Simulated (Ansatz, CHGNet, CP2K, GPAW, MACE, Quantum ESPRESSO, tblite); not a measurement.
## Quantum ESPRESSO on generalised stacking fault on (111) (glide set) of a Ge-Sn solid solution (48 atoms): settings compared

How far do other settings of Quantum ESPRESSO move the forces in generalised stacking fault on (111) (glide set) of a Ge-Sn solid solution (48 atoms)? One run of the same program serves as the yardstick.

Calculated with Quantum ESPRESSO 7.5; the method is named at each step.

### Step 1. Starting point

The cell holds 48 atoms: 34 Ge and 14 Sn. Its edges and angles: a = 8.334 Å, b = 7.218 Å, c = 20.867 Å, α = 90.0°, β = 79.5°, γ = 90.0°. Diamond-structure Ge lattice (a = 5.8932 Å, the value set for the mixture), cell with z along [111], 2 x 1 x 2 periods; the third cell vector is tilted by 0.917 of 1/2[1-10] and lengthened by 0.1 Å, so the cell holds one fault (glide set); displaced by a Gaussian of 0.01 Å; 14 of 48 Ge sites given to Sn at random (lattice constant by Vegard's rule between Ge and Sn). Then every atom was moved at random, 0.05 Å r.m.s. a Cartesian component. The structure's axis is c.

The yardstick, on the same geometry:

* method: Kohn-Sham DFT, PBE, SSSP efficiency 1.3.0 pseudopotentials, plane waves (Quantum ESPRESSO 7.5); sssp-pbe-1.3.0-efficiency, cutoffs 45/360 Ry, Γ point
* r.m.s. force component: 1.177 eV/Å
* longest force: 5.194 eV/Å
* pressure: 8.323 GPa
* time: 2.2 min on 4 MPI ranks of Arm Neoverse V2, shared host
* CPU time: 8.6 min

### Step 2. PBE, dojo-0.4.1-standard, 60/240 Ry

Method: Kohn-Sham DFT, PBE, PseudoDojo 0.4.1 standard norm-conserving pseudopotentials, plane waves.

Contents of pw.in:

```
&control
  calculation = 'scf'
  pseudo_dir = './pseudo'
  outdir = './tmp'
  disk_io = 'none'
  tprnfor = .true.
  tstress = .true.
/
&system
  ibrav = 0
  nat = 48
  ntyp = 2
  ecutwfc = 60
  ecutrho = 240
  nosym = .true.
  occupations = 'smearing'
  smearing = 'fd'
  degauss = 0.003675
/
&electrons
  conv_thr = 2.4e-07
  electron_maxstep = 100
  mixing_beta = 0.2
  mixing_mode = 'local-TF'
  diagonalization = 'david'
/
ATOMIC_SPECIES
Ge 72.630 Ge.upf
Sn 118.710 Sn.upf
CELL_PARAMETERS angstrom
8.33424 0.00000 0.00000
0.00000 7.21767 0.00000
3.81983 0.00000 20.51464
ATOMIC_POSITIONS crystal
Ge 0.74516 0.49568 0.01917
Sn 0.68864 0.48956 0.14284
Sn 0.67192 0.83871 0.18770
Ge 0.60477 0.82498 0.31330
Sn 0.24204 0.49509 0.01690
Ge 0.19276 0.49865 0.14339
Ge 0.15668 0.81722 0.18958
Ge 0.09730 0.83135 0.31063
Ge 0.49437 0.00459 0.01914
Ge 0.44425 0.99305 0.14469
Sn 0.41269 0.34055 0.19298
Ge 0.36047 0.34141 0.31162
Sn 0.33583 0.65579 0.35083
Sn 0.27928 0.66337 0.47722
Ge 0.59865 0.15729 0.35194
Ge 0.52814 0.16202 0.47597
Ge 0.52835 0.50253 0.51926
Ge 0.47101 0.49937 0.64198
Ge 0.42951 0.82595 0.68767
Ge 0.38602 0.83254 0.80619
Ge 0.99094 0.00171 0.02351
Sn 0.94185 0.98967 0.14300
Ge 0.91338 0.32566 0.18639
Ge 0.86656 0.33066 0.31131
Ge 0.83530 0.67485 0.35057
Ge 0.78106 0.67203 0.47588
Sn 0.09262 0.16586 0.35231
Ge 0.03319 0.14780 0.47729
Ge 0.01293 0.50516 0.51817
Ge 0.95495 0.50789 0.64335
Ge 0.94014 0.83197 0.68486
Ge 0.87743 0.83168 0.80502
Ge 0.25343 0.00367 0.51735
Ge 0.19912 0.00168 0.64137
Ge 0.18581 0.33834 0.68393
Ge 0.11340 0.33567 0.80626
Ge 0.10679 0.66664 0.85087
Ge 0.04759 0.65737 0.97509
Sn 0.36247 0.16409 0.84554
Sn 0.30766 0.17070 0.97223
Sn 0.76435 0.01297 0.51216
Sn 0.71111 0.99001 0.64354
Sn 0.68283 0.31810 0.68206
Ge 0.63468 0.33451 0.80582
Sn 0.61222 0.66479 0.84978
Ge 0.55324 0.67158 0.97503
Ge 0.85299 0.16767 0.84989
Ge 0.80666 0.16711 0.97503
K_POINTS gamma
```

Command:

```bash
$ OMP_NUM_THREADS=1 mpirun -np 4 pw.x -in pw.in > output.txt
```

What it wrote:

```text
Program PWSCF
     gamma-point specific algorithms are used
     one sub-group per band group will be used
     scalapack distributed-memory algorithm (size of sub-group:  2*  2 procs)
     Parallelization info
     sticks:   dense  smooth     PW     G-vecs:    dense   smooth      PW
     Min        1025    1025    255               130744   130744   16349
     Max        1026    1026    256               130748   130748   16352
     Sum        4103    4103   1023               522983   522983   65401
     bravais-lattice index     =            0
     lattice parameter (alat)  =      15.7494  a.u.
     unit-cell volume          =    8327.6704 (a.u.)^3
     number of atoms/cell      =           48
     number of atomic types    =            2
     number of electrons       =       672.00
     number of Kohn-Sham states=          403
     kinetic-energy cutoff     =      60.0000  Ry
     charge density cutoff     =     240.0000  Ry
     scf convergence threshold =      2.4E-07
     mixing beta               =       0.2000
     number of iterations used =            8  local-TF  mixing
     Exchange-correlation= PBE
                           (   1   4   3   4   0   0   0)
     crystal axes: (cart. coord. in units of alat)
               a(1) = (   1.000000   0.000000   0.000000 )
               a(2) = (   0.000000   0.866026   0.000000 )
               a(3) = (   0.458330   0.000000   2.461489 )
     reciprocal axes: (cart. coord. in units 2 pi/alat)
               b(1) = (  1.000000  0.000000 -0.186200 )
               b(2) = (  0.000000  1.154700  0.000000 )
               b(3) = (  0.000000  0.000000  0.406258 )
     PseudoPot. # 1 for Ge:
     Pseudo is Norm-conserving + core correction, Zval = 14.0
     PseudoPot. # 2 for Sn:
     Pseudo is Norm-conserving + core correction, Zval = 14.0
     atomic species   valence    mass     pseudopotential
     Ge               14.00    72.63000     Ge( 1.00)
     Sn               14.00   118.71000     Sn( 1.00)
     No symmetry found
   Cartesian axes
     number of k points=     1  Fermi-Dirac smearing, width (Ry)=  0.0037
                       cart. coord. in units 2pi/alat
        k(    1) = (   0.0000000   0.0000000   0.0000000), wk =   2.0000000
     Dense  grid:   261492 G-vectors     FFT dimensions: (  80,  72, 200)
     Initial potential from superposition of free atoms
     starting charge     671.9504, renormalised to     672.0000
     Starting wfcs are  432 randomized atomic wfcs
     Self-consistent Calculation
     iteration #  1     ecut=    60.00 Ry     beta= 0.20
     Threshold (ethr) on eigenvalues was too large:
     Diagonalizing with lowered threshold
     total energy              =   -8277.69291632 Ry
     estimated scf accuracy    <       1.24431762 Ry
     iteration #  2     ecut=    60.00 Ry     beta= 0.20
     total energy              =   -8277.45852022 Ry
     estimated scf accuracy    <       0.93995560 Ry
     iteration #  3     ecut=    60.00 Ry     beta= 0.20
     total energy              =   -8277.54101810 Ry
     estimated scf accuracy    <       0.05292943 Ry
     iteration #  4     ecut=    60.00 Ry     beta= 0.20
     total energy              =   -8277.54062282 Ry
     estimated scf accuracy    <       0.02911627 Ry
     iteration #  5     ecut=    60.00 Ry     beta= 0.20
     negative rho (up, down):  5.181E-06 0.000E+00
     total energy              =   -8277.53987314 Ry
     estimated scf accuracy    <       0.01393631 Ry
     iteration #  6     ecut=    60.00 Ry     beta= 0.20
     negative rho (up, down):  3.255E-07 0.000E+00
     total energy              =   -8277.54151857 Ry
     estimated scf accuracy    <       0.01192945 Ry
     iteration #  7     ecut=    60.00 Ry     beta= 0.20
     total energy              =   -8277.54150116 Ry
     estimated scf accuracy    <       0.00271433 Ry
     iteration #  8     ecut=    60.00 Ry     beta= 0.20
     total energy              =   -8277.54167681 Ry
     estimated scf accuracy    <       0.00023282 Ry
     iteration #  9     ecut=    60.00 Ry     beta= 0.20
     total energy              =   -8277.54165344 Ry
     estimated scf accuracy    <       0.00018223 Ry
     iteration # 10     ecut=    60.00 Ry     beta= 0.20
     total energy              =   -8277.54163900 Ry
     estimated scf accuracy    <       0.00007662 Ry
     iteration # 11     ecut=    60.00 Ry     beta= 0.20
     total energy              =   -8277.54163732 Ry
     estimated scf accuracy    <       0.00002044 Ry
     iteration # 12     ecut=    60.00 Ry     beta= 0.20
     total energy              =   -8277.54163836 Ry
     estimated scf accuracy    <       0.00000252 Ry
     iteration # 13     ecut=    60.00 Ry     beta= 0.20
     total energy              =   -8277.54163881 Ry
     estimated scf accuracy    <       0.00000038 Ry
     iteration # 14     ecut=    60.00 Ry     beta= 0.20
     End of self-consistent calculation
          k = 0.0000 0.0000 0.0000 ( 32701 PWs)   bands (ev):
   -15.9901 -15.9183 -15.9147 -15.9080 -15.8897 -15.8773 -15.8696 -15.8649
   -15.8507 -15.8468 -15.8354 -15.8330 -15.8255 -15.8183 -15.8143 -15.7988
   -15.7969 -15.7868 -15.7799 -15.7726 -15.7665 -15.7642 -15.7436 -15.7350
   -15.7319 -15.7271 -15.7186 -15.7170 -15.7162 -15.7156 -15.6978 -15.6958
   -15.6943 -15.6925 -15.6918 -15.6879 -15.6836 -15.6725 -15.6650 -15.6583
   -15.6566 -15.6535 -15.6451 -15.6421 -15.6415 -15.6383 -15.6378 -15.6329
   -15.6321 -15.6251 -15.6226 -15.6190 -15.6183 -15.6172 -15.6160 -15.6148
   -15.6116 -15.6111 -15.6066 -15.6059 -15.6031 -15.6012 -15.5983 -15.5975
   -15.5960 -15.5945 -15.5873 -15.5872 -15.5865 -15.5837 -15.5829 -15.5815
   -15.5793 -15.5781 -15.5762 -15.5750 -15.5708 -15.5686 -15.5661 -15.5644
   -15.5638 -15.5597 -15.5588 -15.5540 -15.5494 -15.5477 -15.5467 -15.5452
   -15.5415 -15.5393 -15.5375 -15.5347 -15.5320 -15.5270 -15.5268 -15.5247
[...]
11.6442  11.7037  11.8237  11.8380  11.8901  11.9522  12.0458  12.1384
    12.2297  12.2801  12.3316  12.4275  12.4504  12.5038  12.5215  12.5939
    12.6537  12.7132  12.7573  12.7918  12.8254  12.8591  12.8960  12.9432
    12.9766  13.0305  13.1356  13.1740  13.2249  13.3074  13.3410  13.3911
    13.4164  13.5048  13.6881  13.7513  13.7918  13.8370  13.9143  13.9335
    14.0036  14.0252  14.0533
     the Fermi energy is     9.1778 ev
!    total energy              =   -8277.54163876 Ry
     estimated scf accuracy    <       0.00000014 Ry
     smearing contrib. (-TS)   =      -0.01765585 Ry
     internal energy E=F+TS    =   -8277.52398291 Ry
     The total energy is F=E-TS. E is the sum of the following terms:
     one-electron contribution =   -4170.16056778 Ry
     hartree contribution      =    2524.38643293 Ry
     xc contribution           =   -2101.22632561 Ry
     ewald contribution        =   -4530.52352244 Ry
     convergence has been achieved in  14 iterations
     Forces acting on atoms (cartesian axes, Ry/au):
     atom    1 type  1   force =     0.05242266   -0.02588242   -0.01738169
     atom    2 type  2   force =     0.04333004    0.01759021   -0.03884204
     atom    3 type  2   force =    -0.06661262   -0.03742343    0.05738789
     atom    4 type  1   force =     0.02109270    0.03337395    0.00287292
     atom    5 type  2   force =     0.12516399    0.01341072    0.09336627
     atom    6 type  1   force =    -0.05432996    0.01014982    0.00277700
     atom    7 type  1   force =     0.06691326   -0.00761914    0.01551459
     atom    8 type  1   force =    -0.00391824   -0.01925478   -0.02817175
     atom    9 type  1   force =     0.14457036   -0.09062453    0.08951168
     atom   10 type  1   force =    -0.07326890    0.01694441   -0.03760070
     atom   11 type  2   force =    -0.04675213   -0.06405738   -0.02243294
     atom   12 type  1   force =     0.04946764   -0.09078021    0.03185828
[...]
atom   44 type  1   force =     0.01965956   -0.01185367    0.01049207
     atom   45 type  2   force =    -0.00475092   -0.01096950    0.01601954
     atom   46 type  1   force =    -0.04301425    0.03208767    0.00866692
     atom   47 type  1   force =     0.00296565   -0.02275236    0.01265741
     atom   48 type  1   force =    -0.07720245    0.03350549   -0.04223054
     Total force =     0.552650     Total SCF correction =     0.001610
     Computing stress (Cartesian axis) and pressure
          total   stress  (Ry/bohr**3)                   (kbar)     P=     -158.88
  -0.00053506  -0.00011584   0.00008594          -78.71      -17.04       12.64
  -0.00011584  -0.00145965  -0.00010261          -17.04     -214.72      -15.09
   0.00008594  -0.00010261  -0.00124537           12.64      -15.09     -183.20
     Message from routine punch:
     Nothing written, as per user request (disk_io='none')
```

Wall time 2 min (4 MPI ranks of Arm Neoverse V2, shared host); peak memory 1.9 GiB.

Banners, paths, timers and routine set-up lines are dropped from the logs unmarked, and long logs keep their key lines alone; longer cuts are marked.

Against the reference:

```
r.m.s. force component                  : 1.184 eV/Å
r.m.s. difference of force components   : 8.621 meV/Å
longest difference of force vectors     : 29.33 meV/Å
force difference over r.m.s. force      : 0.7326 %
slope of forces against the reference's : 1.006
correlation of force components         : 1
pressure                                : -15.89 GPa
pressure difference                     : -24.21 GPa
```

This is a coarse setting, run to see what it loses.

Length of the force difference by element (eV/Å):

| element | atoms | mean | most |
| --- | --- | --- | --- |
| Ge | 34 | 0.014 | 0.029 |
| Sn | 14 | 0.013 | 0.027 |

A closer look about Ge38, which bears the longest force: 9 atoms, nearest first, numbered in the order of the input, with positions taken from that point.

| atom | x | y | z | distance (Å) | bonds | Fx | Fy | Fz (eV/Å) |
| --- | --- | --- | --- | --- | --- | --- | --- | --- |
| Ge38 | 0.00 | 0.00 | 0.00 | 0.00 | 4 | -3.98 | 2.79 | -1.91 |
| Sn5 | 1.78 | -1.17 | 0.86 | 2.30 | 4 | 3.22 | 0.34 | 2.40 |
| Ge37 | 0.02 | 0.07 | -2.55 | 2.55 | 4 | 0.07 | -0.05 | 0.04 |
| Ge21 | -0.29 | 2.49 | 0.99 | 2.69 | 4 | 1.57 | -1.29 | -1.22 |
| Ge1 | -2.35 | -1.17 | 0.90 | 2.78 | 4 | 1.35 | -0.67 | -0.45 |
| Ge48 | -2.01 | -3.54 | 0.00 | 4.07 | 4 | -1.98 | 0.86 | -1.09 |
| Ge6 | 1.85 | -1.15 | 3.45 | 4.08 | 4 | -1.40 | 0.26 | 0.07 |
| Ge46 | -4.12 | 0.10 | 0.00 | 4.12 | 4 | -1.11 | 0.83 | 0.22 |
| Sn40 | 2.16 | -3.51 | -0.06 | 4.12 | 4 | -2.85 | -0.51 | -0.69 |

Forces lie 0.73 % from the reference's, at 0.94 times its CPU time.

### Step 3. PBE, gbrv-1.5, 40/200 Ry

Method: Kohn-Sham DFT, PBE, GBRV 1.5 ultrasoft pseudopotentials, plane waves.

The pseudopotential files are exchanged too: ./pseudo now holds the set gbrv-pbe-1.5.

Changes to pw.in since step 2:

```diff
@@ -12,4 +12,4 @@
   ntyp = 2
-  ecutwfc = 60
-  ecutrho = 240
+  ecutwfc = 40
+  ecutrho = 200
   nosym = .true.
```

What it wrote:

```text
[banner, memory and clock lines left out]
Program PWSCF
     gamma-point specific algorithms are used
     one sub-group per band group will be used
[... lines left out ...]
     total energy              =   -9476.07354585 Ry
[... lines left out ...]
     total energy              =   -9491.68180445 Ry
[... lines left out ...]
     total energy              =   -9491.72767137 Ry
[... lines left out ...]
     total energy              =   -9491.72767205 Ry
[... lines left out ...]
     the Fermi energy is     8.4081 ev
!    total energy              =   -9491.72767318 Ry
[... lines left out ...]
     The total energy is F=E-TS. E is the sum of the following terms:
[... lines left out ...]
     convergence has been achieved in  15 iterations
     Forces acting on atoms (cartesian axes, Ry/au):
     atom    1 type  1   force =     0.05192142   -0.02575778   -0.01702422
     atom    2 type  2   force =     0.04286091    0.01758905   -0.03827677
     atom    3 type  2   force =    -0.06605932   -0.03724116    0.05667911
[...]
atom   47 type  1   force =     0.00275860   -0.02246950    0.01202154
     atom   48 type  1   force =    -0.07660339    0.03345746   -0.04193410
     Total force =     0.546746     Total SCF correction =     0.002117
     Computing stress (Cartesian axis) and pressure
          total   stress  (Ry/bohr**3)                   (kbar)     P=       83.64
   0.00108907  -0.00011408   0.00008716          160.21      -16.78       12.82
  -0.00011408   0.00020926  -0.00010143          -16.78       30.78      -14.92
   0.00008716  -0.00010143   0.00040742           12.82      -14.92       59.93
     Message from routine punch:
     Nothing written, as per user request (disk_io='none')
```

It took 93 s on 4 MPI ranks; peak memory 1.6 GiB; 6.2 min of CPU time.

Compared with the plane-wave run:

```
r.m.s. force component                  : 1.171 eV/Å
r.m.s. difference of force components   : 7.126 meV/Å
longest difference of force vectors     : 22.75 meV/Å
force difference over r.m.s. force      : 0.6056 %
slope of forces against the reference's : 0.9955
correlation of force components         : 1
pressure                                : 8.364 GPa
pressure difference                     : 0.0407 GPa
```

Against the first run (0.73 %), the force difference from the reference is 0.61 %, at 0.77 times the CPU time.

### Step 4. The ladder

Differences are against the plane-wave reference, forces as r.m.s. over components; share is that over the reference's r.m.s. force, slope the least-squares factor from reference forces to these. Total energies of different programs have different zeros and aren't compared.

| run | Δ force, r.m.s. (meV/Å) | share (%) | slope | Δ pressure (GPa) | cores | CPU time | memory (GiB) |
| --- | --- | --- | --- | --- | --- | --- | --- |
| reference | - | - | - | - | 4 | 8.6 min | 2.9 |
| QE PBE, dojo-0.4.1-standard, 60/240 Ry (coarse) | 8.62 | 0.733 | 1.006 | -24.2 | 4 | 8.1 min | 1.9 |
| QE PBE, gbrv-1.5, 40/200 Ry | 7.13 | 0.606 | 0.996 | 0.0407 | 4 | 6.2 min | 1.6 |

Rows marked coarse were listed beforehand as settings not expected to be converged; some can still land near the reference.

CPU time is summed over cores on a shared host, where runs went side by side, so it is rough. Symmetry, cutoffs, thresholds, outputs and thread counts weren't matched or tuned between programs; memory under MPI is the largest rank's times the ranks.

### Step 5. Results

- nearest in forces: QE PBE, gbrv-1.5, 40/200 Ry, 0.61 %
- its CPU time: 6.2 min

**Reading.** PBE on plane waves or a grid with other potentials, cutoffs or grids, coarse settings apart, differs from the reference by 0.61 % (QE PBE, gbrv-1.5, 40/200 Ry) of the r.m.s. force; this holds the reference's own error, so differences of a few per cent don't tell which side is nearer the exact PBE result. Runs with settings chosen to be coarse differ by 0.73 % (QE PBE, dojo-0.4.1-standard, 60/240 Ry), their programs' other errors included. None of the electronic-structure runs in the table takes under half the reference's CPU time of 8.6 min; they take 0.72 to 0.94 times as much. In pressure, QE PBE, dojo-0.4.1-standard, 60/240 Ry misses by -24.2 GPa, at the same functional; a cutoff this low leaves a large Pulay stress. The reference's pressure holds the uncorrected Pulay stress of its 45 Ry basis, so small pressure differences, and their order, may be the reference's own error. The reference's stress is far from hydrostatic: its diagonal is 16.0, 3.0, 6.0 GPa, compression counted positive. The host structure and its lattice constant were typed by rule, without a check against the phase diagram. The reference's pressure of 8.3 GPa belongs to a cell and atoms that aren't relaxed at this level. The electronic-structure runs sample only Γ, in a cell whose shortest periodic width is 7 Å, which is coarse for a cell with partly filled levels.

[Also dropped from logs without a mark: logging warnings of Python, and SIESTA's first energy breakdown and zero terms.]

[Logs are printed without paths, hosts, clocks, repeated set-up lines and the standing remarks that a program may print on its own settings, such as how far it seeks lower states.]

[Hosts, paths, dates, database ids (printed as entryN), source tags and the programs' standing remarks are cut or masked in the printed files.]
